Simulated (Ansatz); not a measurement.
Rows from a G0W0 calculation on C4S5O (Pc) (Ansatz 0.2.0; G0W0 on PBE, plane waves, PAW; PAW set soft_1; 4×2×2 mesh, 454 empty bands, screening to 66 eV, PAW set soft_1 files), in eV. Spin-orbit coupling is left out.

| row | Σx | Σc | Vxc | Z |
| --- | --- | --- | --- | --- |
| A | -9.52 | -3.43 | -13.99 | 0.75 |
| B | -17.13 | 1.53 | -15.17 | 0.75 |
| C | -9.15 | -3.11 | -13.22 | 0.76 |
| D | -9.19 | -3.37 | -13.58 | 0.76 |
| E | -17.05 | 1.58 | -15.02 | 0.75 |
| F | -9.28 | -3.10 | -13.34 | 0.76 |

Which rows are filled states and which are empty ones, and how can one tell?

Filled: B and E. Empty: A, C, D and F. The sign of Σc tells: for a filled state bare exchange, which holds its interaction with itself, lies below Vxc (Σx − Vxc is -2.0 eV or lower here) and screening gives part back as a positive Σc. For an empty state Σx lies above Vxc (+4.1 eV or more) and the Coulomb hole leaves Σc negative.

[Runs of the session that timed out or met a known fault of the program may be left out.]

[Cells called generated may have been cut or substituted from an entry of the Crystallography Open Database or the Materials Project.]

[Hosts, paths, dates, database ids (printed as entryN), source tags and the programs' standing remarks are cut or masked in the printed files.]
